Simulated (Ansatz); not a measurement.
# ZnNi (Pm-3m): from the cell to its phonons

Task: relax ZnNi (Pm-3m), then find its harmonic phonons.

Calculated with Ansatz 0.2.0; DFT PBEsol, scalar-relativistic, plane waves, PAW; PAW set soft_1.

The database entry behind the starting cell is an old determination (1936), so it need not match the best structure at ambient conditions.

## 1. Starting point

It takes space group Pm-3m (No. 221, cubic). The conventional cell has a = 2.908 Å, b = 2.908 Å, c = 2.908 Å, α = 90.00°, β = 90.00°, γ = 90.00°. Nearest to Zn lie 8 Ni at 2.52 Å. Nearest to Ni lie 8 Zn at 2.52 Å. Farther neighbours are not listed.

## 2. Coarse relaxation

The start is far from rest, so a relaxation with loose tolerances brings it close first.

The input, input.yaml:

```yaml
crystal:
  lattice:
    - [2.9083, 0.0, 0.0]
    - [0.0, 2.9083, 0.0]
    - [0.0, 0.0, 2.9083]
  atoms:
    - { symbol: Zn, position: [0.5, 0.5, 0.5] }
    - { symbol: Ni, position: [0.0, 0.0, 0.0] }
kpoints:
  mp_grid: { grid: [8, 8, 8] }
hamiltonian:
  xc: pbesol
  pseudopotentials: { kind: paw, azcp: { folder: soft_1 }, xc_functional: pbe }
scf:
  occupations: { method: gaussian, width: 0.1 }
output:
  forces: true
  stress: true
  eigenvalues: true
relax:
  adjacent_minimum: "off"
  f_tol: 0.05
  max_steps: 80
  cell: { stress_tol: 0.5 }
```

Started as:

```
$ ansatz run input.yaml --threads 4 --pin off --max-ram 10240MiB --backend cpu --events-out ev --progress --plain --runs-dir out
```

Numbers of over 12 decimals in the logs are rounded to 6 here.

The log of the run:

```text
The last accepted step is kept in <dir> (removed where the run ends without a failure and the disk answers)
Engine: ansatz 0.2.0, aarch64-unknown-linux-gnu
Pseudopotentials: kind: paw
Pseudopotential: Zn, paw, valence charge 12, recommended cutoff 420 eV (normal), soft_1/Zn.paw.azcp
Pseudopotential: Ni, paw, valence charge 18, recommended cutoff 420 eV (normal), soft_1/Ni.paw.azcp
Functional definition: PBEsol
[...]
--- Relaxed structure (4 steps of the walk, 4 accepted, 1 SCFs on fresh bases) ---
  F+E_penalty+E_count = -9086.41037189 eV   max|allowed force component| = 9.861e-31 eV/Å   (the final SCF, on the basis selected at the relaxed cell)
  cell:  # Å, volume = 22.9396 Å³
    - [2.841376, 0, 0]
    - [0, 2.841376, 0]
    - [0, 0, 2.841376]
  atoms:
    - { symbol: Zn, position: [0.5, 0.5, 0.5] }
    - { symbol: Ni, position: [0, 0, 0] }
[key lines of the parts left out:]
SCF converged after 6 iterations
Free energy (F): -9086.410372 eV
Fermi energy:    15.668110 eV
P = ⅓ Tr σ = -0.0166 GPa (-0.166 kbar)
```

It took 1.8 s on 4 threads of Arm Neoverse V2, shared host; peak memory 0.31 GiB; 5.6 s of CPU time.

This run has no spin polarisation, although Ni can carry a moment.

Relaxation path:

| step | energy less that of the first step (eV) | largest force component (eV/Å) | pressure (GPa) | volume (Å³) |
| --- | --- | --- | --- | --- |
| 1 | 0.0000 | 0.0000 | -10.14 | 24.60 |
| 2 | -0.0479 | 0.0000 | -4.47 | 23.58 |
| 3 | -0.0575 | 0.0000 | 0.73 | 22.84 |
| 4 | -0.0576 | 0.0000 | -0.04 | 22.94 |
| 5* | -0.0564 | 0.0000 | -0.02 | 22.94 |

Relaxation steps marked * repeat the geometry before them on a plane-wave basis chosen anew for their cell, so energy and pressure can jump there.

Forces are held to the 48 operations that the run works with; a distortion that breaks them can't arise in this run.

| conventional cell, symmetrised | before | after | change |
| --- | --- | --- | --- |
| a (Å) | 2.908 | 2.841 | -2.3 % |
| b (Å) | 2.908 | 2.841 | -2.3 % |
| c (Å) | 2.908 | 2.841 | -2.3 % |
| volume (Å³/atom) | 12.30 | 11.47 | -6.7 % |

The relaxed structure:

```cif
data_structure
_symmetry_space_group_name_H-M 'P 1'
_symmetry_Int_Tables_number 1
_cell_length_a 2.8414
_cell_length_b 2.8414
_cell_length_c 2.8414
_cell_angle_alpha 90.000
_cell_angle_beta 90.000
_cell_angle_gamma 90.000
_cell_volume 22.94
loop_
_atom_site_label
_atom_site_type_symbol
_atom_site_fract_x
_atom_site_fract_y
_atom_site_fract_z
_atom_site_occupancy
Zn1 Zn 0.50000 0.50000 0.50000 1
Ni2 Ni 0.00000 0.00000 0.00000 1
```

This step gave:

- pressure: -0.01661 GPa
- volume per atom: 11.47 Å³
- gap on the k-mesh: 0 eV

In this step the volume went from 12.30 to 11.47 Å³/atom.

## 3. Bringing the structure to rest

Harmonic phonons are second derivatives at a point where the forces vanish, and they are wanted at zero stress, so atoms and cell are relaxed first.

input.yaml, the sections that differ from step 2:

```yaml
crystal:
  lattice:
    - [2.8413756764, 0.0, 0.0]
    - [0.0, 2.8413756764, 0.0]
    - [0.0, 0.0, 2.8413756764]
  atoms:
    - { symbol: Zn, position: [0.5, 0.5, 0.5] }
    - { symbol: Ni, position: [0.0, 0.0, 0.0] }
kpoints:
  mp_grid: { grid: [14, 14, 14] }
relax:
  adjacent_minimum: "off"
  f_tol: 0.005
  max_steps: 80
  cell: { stress_tol: 0.05 }
# hamiltonian, scf, output: as in step 2
```

The log of the run:

```text
[...]
Crystal: 2 atoms, lattice volume = 22.940 Å³
Basis set: ecut = 420 eV, 461 PW (Γ), exchange–correlation on 40×40×40 points (8 copies of the dense FFT grid, shifted against one another)
Bands: 19, of which v1, the nominal top of the filled ones, is band 15 counted from 1 (14 counted from 0)
Symmetry: 48 space group operations
[...]
k-points: 120 of 2744
[...]
k-point 119: bands = [... 11 lower, 12.2992, 15.1286, 15.1286, 20.7901, 21.2322, 21.2322, 21.2322, 21.8571]
--- Relaxed structure (1 steps of the walk, 1 accepted, 1 SCFs on fresh bases) ---
[...]
cell:  # Å, volume = 22.9396 Å³
    - [2.8413756764, 0.0, 0.0]
    - [0.0, 2.8413756764, 0.0]
    - [0.0, 0.0, 2.8413756764]
  atoms:
    - { symbol: Zn, position: [0.5, 0.5, 0.5] }
    - { symbol: Ni, position: [0.0, 0.0, 0.0] }
[key lines of the parts left out:]
SCF converged after 6 iterations
Free energy (F): -9086.408130 eV
Fermi energy:    15.757391 eV
P = ⅓ Tr σ = 0.0117 GPa (0.117 kbar)
```

The job ended after 1.8 s (4 threads; peak memory 0.36 GiB).

Little changed from the start: no atom moved by 0.005 Å and no cell edge by 0.1 %.

Numbers from this step:

```
pressure : 0.01174 GPa
```

In this step the volume went from 11.47 to 11.47 Å³/atom.

## 4. Tight relaxation

Phonons need a cell at rest on their own settings, so the relaxation is repeated with tight tolerances on forces and stress, using the mesh and the filling of the phonon run that follows.

input.yaml, the sections that differ from step 3:

```yaml
kpoints:
  mp_grid: { grid: [16, 16, 16] }
scf:
  occupations: { method: methfessel_paxton, width: 0.2 }
relax:
  adjacent_minimum: "off"
  f_tol: 0.001
  max_steps: 60
  cell: { stress_tol: 0.01 }
# crystal, hamiltonian, output: as in step 3
```

The log of the run:

```text
[...]
Crystal: 2 atoms, lattice volume = 22.940 Å³
Basis set: ecut = 420 eV, 461 PW (Γ), exchange–correlation on 40×40×40 points (8 copies of the dense FFT grid, shifted against one another)
Bands: 19, of which v1, the nominal top of the filled ones, is band 15 counted from 1 (14 counted from 0)
Symmetry: 48 space group operations
[...]
k-points: 165 of 4096
[...]
k-point 164: bands = [... 11 lower, 12.3000, 15.1286, 15.1286, 20.7957, 21.2361, 21.2361, 21.2361, 21.8605]
--- Relaxed structure (3 steps of the walk, 3 accepted, 1 SCFs on fresh bases) ---
[...]
cell:  # Å, volume = 22.9354 Å³
    - [2.841204, 0, 0]
    - [0, 2.841204, 0]
    - [0.0, 0, 2.841204]
  atoms:
    - { symbol: Zn, position: [0.5, 0.5, 0.5] }
    - { symbol: Ni, position: [0, 0, 0] }
[key lines of the parts left out:]
SCF converged after 6 iterations
Free energy (F): -9086.405869 eV
Fermi energy:    15.744547 eV
P = ⅓ Tr σ = 0.0007 GPa (0.007 kbar)
```

Elapsed: 3.8 s, on 4 threads; peak memory 0.39 GiB.

Little changed from the start: no atom moved by 0.005 Å and no cell edge by 0.1 %.

This step gave:

```yaml
pressure: 7.26e-4 GPa
```

The forces vanish by symmetry and the pressure is 0.001 GPa, within the tolerances set. The cell now holds 11.47 Å³/atom.

## 5. Linear response at the zone centre

The zone centre comes first: it holds the modes that light can see, as far as symmetry allows. No field response is asked, since the mesh shows no gap.

input.yaml, the sections that differ from step 4:

```yaml
crystal:
  lattice:
    - [2.8412038642, 0.0, 0.0]
    - [0.0, 2.8412038642, 0.0]
    - [0.0, 0.0, 2.8412038642]
  atoms:
    - { symbol: Zn, position: [0.5, 0.5, 0.5] }
    - { symbol: Ni, position: [0.0, 0.0, 0.0] }
output:
  eigenvalues: true
phonons:
  method: dfpt
# kpoints, hamiltonian, scf: as in step 4
# relax: removed
```

The log of the run:

```text
[...]
Crystal: 2 atoms, lattice volume = 22.935 Å³
Basis set: ecut = 420 eV, 461 PW (Γ), exchange–correlation on 40×40×40 points (8 copies of the dense FFT grid, shifted against one another)
Bands: 19, of which v1, the nominal top of the filled ones, is band 15 counted from 1 (14 counted from 0)
Symmetry: 48 space group operations
k-points: 405 of 4096 (irreducible under 8 space group operations, time reversal used)
[...]
SCF iter   1: F=—  HF=-9086.943002 eV  |F-HF|=—  |Δ(HF+E_count)|=         —  Δρ=1.20e-1  dr2=3.14e0  ethr=3.10e-3  ⟨swp⟩=5.0  Hψ=38205  notcnv=0
[...]
SCF iter  10: F=-9086.405869 eV  HF=-9086.405869 eV  |F-HF|=0.00e0  |Δ(HF+E_count)|=  3.27e-11  S|Δr|=    0.00e0  Δρ=5.25e-8  dr2=4.25e-13  ethr=1.00e-12  ⟨swp⟩=5.5  Hψ=39965  notcnv=0
SCF 1 converged in 10 iterations: F = -9086.405869 eV  dr2 = 4.25e-13
[...]
DFPT response loops at Γ: preconditioner auto → Kerker (q_TF=auto, 2.853 Å⁻¹) (partly filled bands, converged f_vac=0.000); β = 1.00, the filter's whole step (`scf.mixing.beta` (0.50) is not read by the response loops under this deck's `scf.mixing.preconditioner`; to damp them name `kerker` or `kerker_dos`, under which they read `scf.mixing.beta`, and type it under 1.00, their step now; both keys bind the ground state too); Broyden in place of MSR1
SCF converged after 10 iterations
[...]
Free energy (F): -9086.405869 eV
[...]
Internal energy: -9086.402674 eV  (E = F + TS)
E sigma→0 (E₀):  -9086.405070 eV
Entropy (-TS):   -0.003195 eV (-1.598 meV/atom)
Fermi energy:    15.744547 eV
[...]
--- Band table (eV; the first three rows and the last of 405) ---
  k-point 0: bands = [... 11 lower, 13.4487, 14.7798, 14.7798, 14.7798, 23.0754, 23.0754, 23.0754, 28.6818]
  k-point 1: bands = [... 11 lower, 13.4538, 14.7406, 14.7406, 14.7761, 22.4115, 23.2055, 23.2055, 28.7111]
  k-point 2: bands = [... 11 lower, 13.4612, 14.6327, 14.6327, 14.7653, 20.9903, 23.5855, 23.5855, 28.7999]
  k-point 404: bands = [... 11 lower, 12.3000, 15.1286, 15.1286, 20.7957, 21.2361, 21.2361, 21.2361, 21.8605]
--- Phonons (Γ-DFPT): 2 representative perturbations + reference, on 405 of 4096 k-points (Σ response iterations 7) ---
  k mesh reduced under 8 symmetry operations, with k and −k counted as one. Each operation leaves every solved perturbation unchanged. A smaller set is not used because it would not reduce the number of displacements times k-points to solve
  ASR residual: 4.972e-5 → 0.000e0 eV/Å²; symmetrization residual: 3.668e-6 eV/Å²
  ASR residual per site (eV/Å²): 4.97e-5 2.01e-6
  Γ frequencies (cm⁻¹): 0.00 0.00 0.00 251.96 251.96 251.96
  non-analytic LO–TO correction: not included (Born effective charges unavailable; polar crystals: no LO–TO splitting at Γ)
```

Wall time 12 s (4 threads); peak memory 0.87 GiB.

This step gave:

| Item | Value |
| --- | --- |
| sum-rule residual before enforcement | 4.97e-5 eV/Å² |
| point group | m-3m |
| highest optical mode at the zone centre (no LO-TO term) | 252.0 cm⁻¹ |
| lowest optical zone-centre mode | 252.0 cm⁻¹ |

Patterns of degenerate modes are one choice out of their space. Modes at Γ, with each element's share of the kinetic energy:

| mode | frequency (cm⁻¹) | symmetry | Zn % | Ni % |
| --- | --- | --- | --- | --- |
| 1 | 0.0 | acoustic | 53 | 47 |
| 2 | 0.0 | acoustic | 53 | 47 |
| 3 | 0.0 | acoustic | 53 | 47 |
| 4 | 252.0 | T1u | 47 | 53 |
| 5 | 252.0 | T1u | 47 | 53 |
| 6 | 252.0 | T1u | 47 | 53 |

Displacements in mode 6 (252.0 cm⁻¹), the largest set to 1:
```
Zn1  0.00 -0.90  0.60
Ni2  0.00  1.00 -0.67
```

Before it was imposed, the acoustic sum rule was missed by 5.0e-5 eV/Å². Small misses are needed for a sound result but don't prove that mesh and cutoff are converged. The lowest optical mode is real, 252 cm⁻¹.

[end of part 1 of 2]

[Logs are printed without paths, hosts, clocks, repeated set-up lines and the standing remarks that a program may print on its own settings, such as how far it seeks lower states.]

[Hosts, paths, dates, database ids (printed as entryN), source tags and the programs' standing remarks are cut or masked in the printed files.]
